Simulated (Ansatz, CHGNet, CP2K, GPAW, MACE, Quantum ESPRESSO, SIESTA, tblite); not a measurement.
# CP2K runs on random packing of Si31O39C14H16 (at. %) (83 atoms), part 2 of 3

Wanted: CP2K inputs and outputs for random packing of Si31O39C14H16 (at. %) (83 atoms), checked against a plane-wave reference.

Program: CP2K 2026.2; the method stands at each step. Banners, paths, timers and routine set-up lines are dropped from the logs unmarked, and long logs keep their key lines alone; longer cuts are marked.

So far. Step 2 (PBE, DZVP-MOLOPT-SR, 600/50 Ry, diagonalisation): Forces lie 4.9 % from the reference's, at 18 times its CPU time (on 4 against 8 cores). Step 3 (PBE, SZV-MOLOPT-SR, 600/50 Ry, diagonalisation): Against the first run (4.9 %), the force difference from the reference is 55 %, at 0.61 times the CPU time (on 1 against 4 cores), with 293 basis functions against 975: the smaller basis costs accuracy.

## (4) PBE, TZVP-MOLOPT, 600/50 Ry, diagonalisation

Method: Kohn-Sham DFT, PBE, GTH-PBE pseudopotentials, Gaussian and plane waves, TZVP-MOLOPT-GTH, diagonalisation.

input.inp

```
&GLOBAL
  PROJECT cell
  RUN_TYPE ENERGY_FORCE
  PRINT_LEVEL LOW
&END GLOBAL
&FORCE_EVAL
  METHOD QS
  STRESS_TENSOR ANALYTICAL
  &DFT
    BASIS_SET_FILE_NAME BASIS_MOLOPT
    POTENTIAL_FILE_NAME GTH_POTENTIALS
    &MGRID
      CUTOFF 600
      REL_CUTOFF 50
      NGRIDS 5
    &END MGRID
    &QS
      EPS_DEFAULT 1.0E-12
    &END QS
    &SCF
      SCF_GUESS ATOMIC
      EPS_SCF 1.0E-06
      MAX_SCF 200
      ADDED_MOS 14
      &DIAGONALIZATION
        ALGORITHM STANDARD
      &END DIAGONALIZATION
      &SMEAR ON
        METHOD FERMI_DIRAC
        ELECTRONIC_TEMPERATURE [K] 580
      &END SMEAR
      &MIXING
        METHOD BROYDEN_MIXING
        ALPHA 0.3
        NBROYDEN 8
      &END MIXING
      &PRINT
        &RESTART OFF
        &END RESTART
      &END PRINT
    &END SCF
    &XC
      &XC_FUNCTIONAL PBE
      &END XC_FUNCTIONAL
    &END XC
    &PRINT
      &MULLIKEN ON
      &END MULLIKEN
      &LOWDIN ON
      &END LOWDIN
      &MO ON
        EIGENVALUES T
        OCCUPATION_NUMBERS T
        MO_INDEX_RANGE 168 191
        &EACH
          QS_SCF 0
        &END EACH
        ADD_LAST NUMERIC
      &END MO
    &END PRINT
  &END DFT
  &SUBSYS
    &CELL
      A 10.05190 0.00000 0.00000
      B 0.00000 10.05190 0.00000
      C 0.00000 0.00000 10.05190
    &END CELL
    &TOPOLOGY
      COORD_FILE_NAME structure.xyz
      COORD_FILE_FORMAT XYZ
    &END TOPOLOGY
    &KIND Si
      BASIS_SET TZVP-MOLOPT-GTH-q4
      POTENTIAL GTH-PBE-q4
    &END KIND
    &KIND O
      BASIS_SET TZVP-MOLOPT-GTH-q6
      POTENTIAL GTH-PBE-q6
    &END KIND
    &KIND C
      BASIS_SET TZVP-MOLOPT-GTH-q4
      POTENTIAL GTH-PBE-q4
    &END KIND
    &KIND H
      BASIS_SET TZVP-MOLOPT-GTH-q1
      POTENTIAL GTH-PBE-q1
    &END KIND
  &END SUBSYS
  &PRINT
    &FORCES ON
    &END FORCES
    &STRESS_TENSOR ON
    &END STRESS_TENSOR
  &END PRINT
&END FORCE_EVAL
```

structure.xyz

```xyz
83

[... 83 atom lines left out: the same atoms as in the first run ...]
```

Launch:

```sh
$ OMP_NUM_THREADS=1 mpirun -np 4 cp2k.psmp -i input.inp > output.txt
```

Numbers of over 12 decimals in the logs are rounded to 6 here.

The log of the run:

```text
CP2K| version string:                                       CP2K version 2026.2
 CP2K| Input file name                                                 input.inp
 GLOBAL| Basis set file name                                        BASIS_MOLOPT
 GLOBAL| Potential file name                                      GTH_POTENTIALS
[... lines left out ...]
 Number of electrons:                                                        357
[... lines left out ...]
  Step     Update method      Time    Convergence         Total energy    Change
[... lines left out ...]
  *** SCF run converged in    51 steps ***
[... lines left out ...]
  Fermi energy:                                                 0.133862
  Total energy:                                              -685.686939
  Total energy (extrapolated to T->0):                       -685.679493
[... lines left out ...]
 MO| E(Fermi):            0.133862 a.u.          3.642560 eV
[... lines left out ...]
 ENERGY| Total FORCE_EVAL ( QS ) energy [hartree]           -685.686940
[... lines left out ...]
 FORCES|      1 -3.71369172E-02 -7.69864764E-03 -4.74951604E-02   6.07800136E-02
 FORCES|      2  6.67310755E-02  2.17010414E-02  2.04880726E-03   7.02009206E-02
 FORCES|      3 -6.82123470E-02  2.14706302E-02  4.21766515E-02   8.30227811E-02
[...]
FORCES|     82 -1.13000119E-02 -7.65694672E-03 -2.56155636E-04   1.36522788E-02
 FORCES|     83  3.37438956E-03  1.00572820E-02  5.44300673E-03   1.19231601E-02
 FORCES| Sum    -6.67433125E-04 -3.06885774E-03  3.87451485E-03
 FORCES| Total atomic force                                       4.98750640E-03
 STRESS| Analytical stress tensor [bar]
 STRESS|                        x                   y                   z
 STRESS|      x       -1.51350577166E+05  -3.28352225778E+03   2.95971751608E+04
 STRESS|      y       -3.28352225778E+03  -9.78902956873E+04   2.91713590641E+02
 STRESS|      z        2.95971751608E+04   2.91713590641E+02  -1.20764623636E+05
 STRESS| 1/3 Trace                                            -1.23335165496E+05
```

The job ended after 11 min (4 MPI ranks of Arm Neoverse V2, shared host; peak memory 4.3 GiB; 43 min of CPU time).

Against the reference:

- r.m.s. force component: 1.811 eV/Å
- r.m.s. difference of force components: 65.64 meV/Å
- longest difference of force vectors: 248.4 meV/Å
- force difference over r.m.s. force: 3.545 %
- slope of forces against the reference's: 0.9778
- correlation of force components: 0.9996
- pressure: -12.33 GPa
- pressure difference: -0.0264 GPa

Against the first run (4.9 %), the force difference from the reference is 3.5 %, at 4.1 times the CPU time, with 1268 basis functions against 975: the larger basis brings the forces nearer.

## (5) PBE, TZV2P-MOLOPT, 600/50 Ry, diagonalisation

Method: Kohn-Sham DFT, PBE, GTH-PBE pseudopotentials, Gaussian and plane waves, TZV2P-MOLOPT-GTH, diagonalisation.

input.inp: that of step 4 with these lines changed.

```diff
@@ -72,3 +72,3 @@
     &KIND Si
-      BASIS_SET TZVP-MOLOPT-GTH-q4
+      BASIS_SET TZV2P-MOLOPT-GTH-q4
       POTENTIAL GTH-PBE-q4
@@ -76,3 +76,3 @@
     &KIND O
-      BASIS_SET TZVP-MOLOPT-GTH-q6
+      BASIS_SET TZV2P-MOLOPT-GTH-q6
       POTENTIAL GTH-PBE-q6
@@ -80,3 +80,3 @@
     &KIND C
-      BASIS_SET TZVP-MOLOPT-GTH-q4
+      BASIS_SET TZV2P-MOLOPT-GTH-q4
       POTENTIAL GTH-PBE-q4
@@ -84,3 +84,3 @@
     &KIND H
-      BASIS_SET TZVP-MOLOPT-GTH-q1
+      BASIS_SET TZV2P-MOLOPT-GTH-q1
       POTENTIAL GTH-PBE-q1
```

structure.xyz is that of step 4.

The log of the run:

```text
CP2K| version string:                                       CP2K version 2026.2
 CP2K| Input file name                                                 input.inp
 GLOBAL| Basis set file name                                        BASIS_MOLOPT
 GLOBAL| Potential file name                                      GTH_POTENTIALS
 GLOBAL| Run type                                                   ENERGY_FORCE
 GLOBAL| Total number of message passing processes                             4
 GLOBAL| Number of threads for this process                                    1
[... lines left out ...]
                        Smear method:                                FERMI_DIRAC
[... lines left out ...]
 Number of electrons:                                                        357
[... lines left out ...]
  Step     Update method      Time    Convergence         Total energy    Change
[... lines left out ...]
  *** SCF run converged in    51 steps ***
[... lines left out ...]
  Fermi energy:                                                 0.133682
  Total energy:                                              -685.762901
  Total energy (extrapolated to T->0):                       -685.755484
[... lines left out ...]
 MO| E(Fermi):            0.133682 a.u.          3.637659 eV
[... lines left out ...]
      82     H        4          0.977717                              0.022283
      83     H        4          0.999028                              0.000972
 # Total charge                            357.000000                 -0.000000
 ENERGY| Total FORCE_EVAL ( QS ) energy [hartree]           -685.762901
 FORCES| Atomic forces [hartree/bohr]
 FORCES|   Atom     x               y               z               |f|
 FORCES|      1 -3.74015153E-02 -7.93549674E-03 -4.73522390E-02   6.08611534E-02
 FORCES|      2  6.66573836E-02  2.13751431E-02  2.89326325E-03   7.00605060E-02
 FORCES|      3 -6.80007940E-02  2.20236093E-02  4.18917696E-02   8.28496693E-02
[...]
FORCES|     82 -1.12925742E-02 -7.87181394E-03 -5.13583911E-04   1.37750301E-02
 FORCES|     83  3.70856539E-03  1.03379697E-02  5.38294070E-03   1.22312356E-02
 FORCES| Sum    -6.82354649E-04 -3.10911526E-03  3.81772866E-03
 FORCES| Total atomic force                                       4.97063956E-03
 STRESS| Analytical stress tensor [bar]
 STRESS|                        x                   y                   z
 STRESS|      x       -1.51407423364E+05  -3.16686135076E+03   2.99117620794E+04
 STRESS|      y       -3.16686135076E+03  -9.81131610748E+04   3.86460927833E+02
 STRESS|      z        2.99117620794E+04   3.86460927833E+02  -1.21317528178E+05
 STRESS| 1/3 Trace                                            -1.23612704206E+05
```

The job ended after 12 min (4 MPI ranks; peak memory 4.7 GiB; 49 min of CPU time).

Numbers from this run, and their distance from the reference:

```yaml
r_m_s_force_component: 1.824 eV/Å
r_m_s_difference_of_force_components: 46.92 meV/Å
longest_difference_of_force_vectors: 195.4 meV/Å
force_difference_over_r_m_s_force: 2.534 %
slope_of_forces_against_the_reference_s: 0.9848
correlation_of_force_components: 0.9998
pressure: -12.36 GPa
pressure_difference: -0.0542 GPa
```

Against the first run (4.9 %), the force difference from the reference is 2.5 %, at 4.6 times the CPU time, with 1657 basis functions against 975: the larger basis brings the forces nearer.

## (6) PBE+D3, DZVP-MOLOPT-SR, 600/50 Ry, diagonalisation

Method: Kohn-Sham DFT, PBE+D3, GTH-PBE pseudopotentials, Gaussian and plane waves, DZVP-MOLOPT-SR-GTH, diagonalisation.

input.inp: that of step 5 with these lines changed.

```diff
@@ -44,2 +44,10 @@
       &END XC_FUNCTIONAL
+      &VDW_POTENTIAL
+        POTENTIAL_TYPE PAIR_POTENTIAL
+        &PAIR_POTENTIAL
+          TYPE DFTD3
+          PARAMETER_FILE_NAME dftd3.dat
+          REFERENCE_FUNCTIONAL PBE
+        &END PAIR_POTENTIAL
+      &END VDW_POTENTIAL
     &END XC
@@ -72,3 +80,3 @@
     &KIND Si
-      BASIS_SET TZV2P-MOLOPT-GTH-q4
+      BASIS_SET DZVP-MOLOPT-SR-GTH-q4
       POTENTIAL GTH-PBE-q4
@@ -76,3 +84,3 @@
     &KIND O
-      BASIS_SET TZV2P-MOLOPT-GTH-q6
+      BASIS_SET DZVP-MOLOPT-SR-GTH-q6
       POTENTIAL GTH-PBE-q6
@@ -80,3 +88,3 @@
     &KIND C
-      BASIS_SET TZV2P-MOLOPT-GTH-q4
+      BASIS_SET DZVP-MOLOPT-SR-GTH-q4
       POTENTIAL GTH-PBE-q4
@@ -84,3 +92,3 @@
     &KIND H
-      BASIS_SET TZV2P-MOLOPT-GTH-q1
+      BASIS_SET DZVP-MOLOPT-SR-GTH-q1
       POTENTIAL GTH-PBE-q1
```

structure.xyz is that of step 5.

The log of the run:

```text
CP2K| version string:                                       CP2K version 2026.2
 CP2K| Input file name                                                 input.inp
 GLOBAL| Basis set file name                                        BASIS_MOLOPT
 GLOBAL| Potential file name                                      GTH_POTENTIALS
[... lines left out ...]
 Number of electrons:                                                        357
[... lines left out ...]
  Step     Update method      Time    Convergence         Total energy    Change
[... lines left out ...]
  *** SCF run converged in    52 steps ***
[... lines left out ...]
  Fermi energy:                                                 0.137256
  Total energy:                                              -685.803703
  Total energy (extrapolated to T->0):                       -685.796184
[... lines left out ...]
 MO| E(Fermi):            0.137256 a.u.          3.734913 eV
[... lines left out ...]
 ENERGY| Total FORCE_EVAL ( QS ) energy [hartree]           -685.803703
[... lines left out ...]
 FORCES|      1 -3.85689331E-02 -4.81968916E-03 -4.84103613E-02   6.20834526E-02
 FORCES|      2  6.54402081E-02  1.90082585E-02  3.87160831E-03   6.82548466E-02
 FORCES|      3 -6.72647003E-02  2.24250629E-02  4.11723133E-02   8.19913577E-02
[...]
FORCES|     82 -1.18179892E-02 -7.41404633E-03 -1.03754928E-03   1.39896198E-02
 FORCES|     83  5.76616517E-03  1.00930265E-02  5.10284325E-03   1.26947569E-02
 FORCES| Sum    -6.61515183E-04 -2.81330732E-03  3.54544421E-03
 FORCES| Total atomic force                                       4.57410921E-03
 STRESS| Analytical stress tensor [bar]
 STRESS|                        x                   y                   z
 STRESS|      x       -1.64043700013E+05  -2.17870294958E+03   2.98614468383E+04
 STRESS|      y       -2.17870294958E+03  -1.12742935562E+05  -2.44131696002E+02
 STRESS|      z        2.98614468383E+04  -2.44131696002E+02  -1.33456626153E+05
 STRESS| 1/3 Trace                                            -1.36747753909E+05
```

Wall time 2.7 min (4 MPI ranks); peak memory 3.4 GiB; 11 min of CPU time.

Against the reference:

* r.m.s. force component: 1.823 eV/Å
* r.m.s. difference of force components: 100 meV/Å
* longest difference of force vectors: 333.8 meV/Å
* force difference over r.m.s. force: 5.402 %
* slope of forces against the reference's: 0.9831
* correlation of force components: 0.9986
* pressure: -13.67 GPa
* pressure difference: -1.368 GPa

Against the first run (4.9 %), the force difference from the reference is 5.4 %, at 1.0 times the CPU time; the model has changed, so this is no error of the program alone.

## (7) PBE, DZVP-MOLOPT-SR, 210/50 Ry, diagonalisation

Method: Kohn-Sham DFT, PBE, GTH-PBE pseudopotentials, Gaussian and plane waves, DZVP-MOLOPT-SR-GTH, diagonalisation.

input.inp: that of step 6 with these lines changed.

```diff
@@ -12,5 +12,4 @@
     &MGRID
-      CUTOFF 600
+      CUTOFF 210
       REL_CUTOFF 50
-      NGRIDS 5
     &END MGRID
@@ -44,10 +43,2 @@
       &END XC_FUNCTIONAL
-      &VDW_POTENTIAL
-        POTENTIAL_TYPE PAIR_POTENTIAL
-        &PAIR_POTENTIAL
-          TYPE DFTD3
-          PARAMETER_FILE_NAME dftd3.dat
-          REFERENCE_FUNCTIONAL PBE
-        &END PAIR_POTENTIAL
-      &END VDW_POTENTIAL
     &END XC
```

structure.xyz is that of step 6.

Launch:

```sh
$ OMP_NUM_THREADS=2 cp2k.psmp -i input.inp > output.txt
```

The log of the run:

```text
CP2K| version string:                                       CP2K version 2026.2
 CP2K| Input file name                                                 input.inp
 GLOBAL| Basis set file name                                        BASIS_MOLOPT
 GLOBAL| Potential file name                                      GTH_POTENTIALS
 GLOBAL| Run type                                                   ENERGY_FORCE
 GLOBAL| Total number of message passing processes                             1
 GLOBAL| Number of threads for this process                                    2
[... lines left out ...]
                        Smear method:                                FERMI_DIRAC
[... lines left out ...]
 Number of electrons:                                                        357
[... lines left out ...]
  Step     Update method      Time    Convergence         Total energy    Change
[... lines left out ...]
  *** SCF run converged in    52 steps ***
[... lines left out ...]
  Fermi energy:                                                 0.137243
  Total energy:                                              -685.493045
  Total energy (extrapolated to T->0):                       -685.485541
[... lines left out ...]
 MO| E(Fermi):            0.137243 a.u.          3.734559 eV
[... lines left out ...]
      82     H        4          0.882611                              0.117389
      83     H        4          0.926195                              0.073805
 # Total charge                            357.000000                 -0.000000
 ENERGY| Total FORCE_EVAL ( QS ) energy [hartree]           -685.493045
 FORCES| Atomic forces [hartree/bohr]
 FORCES|   Atom     x               y               z               |f|
 FORCES|      1 -3.52155486E-02 -8.62459739E-03 -4.61962711E-02   5.87249011E-02
 FORCES|      2  6.60569483E-02  1.88712802E-02  4.15988447E-03   6.88255059E-02
 FORCES|      3 -6.80553939E-02  2.21432444E-02  4.18008690E-02   8.28804715E-02
[...]
FORCES|     82 -1.25446659E-02 -6.61943594E-03 -1.06262603E-03   1.42237389E-02
 FORCES|     83  4.69563054E-03  1.00331042E-02  4.18550419E-03   1.18418990E-02
 FORCES| Sum    -2.19840281E-03  8.87566800E-03  5.99931165E-04
 FORCES| Total atomic force                                       9.16353506E-03
 STRESS| Analytical stress tensor [bar]
 STRESS|                        x                   y                   z
 STRESS|      x       -1.53016240366E+05  -2.21331973253E+03   3.00934392371E+04
 STRESS|      y       -2.21331973253E+03  -1.01351350347E+05  -8.03284817996E+01
 STRESS|      z        3.00934392371E+04  -8.03284817996E+01  -1.22328423279E+05
 STRESS| 1/3 Trace                                            -1.25565337997E+05
```

It took 3.8 min on 2 threads; peak memory 0.8 GiB.

Numbers from this run, and their distance from the reference:

* r.m.s. force component: 1.84 eV/Å
* r.m.s. difference of force components: 115.8 meV/Å
* longest difference of force vectors: 507.4 meV/Å
* force difference over r.m.s. force: 6.254 %
* slope of forces against the reference's: 0.9919
* correlation of force components: 0.998
* pressure: -12.56 GPa
* pressure difference: -0.2494 GPa
* energy less the same-level run's: -6.487 meV/atom
* r.m.s. force difference from the same-level run: 81.22 meV/Å

This is a coarse setting, run to see what it loses.

Against the first run (4.9 %), the force difference from the reference is 6.3 %, at 0.69 times the CPU time (on 2 against 4 cores): the grid matters here.

[end of part 2 of 3]

[Also dropped from logs without a mark: logging warnings of Python, and SIESTA's first energy breakdown and zero terms.]

[Logs are printed without paths, hosts, clocks, repeated set-up lines and the standing remarks that a program may print on its own settings, such as how far it seeks lower states.]

[Hosts, paths, dates, database ids (printed as entryN), source tags and the programs' standing remarks are cut or masked in the printed files.]
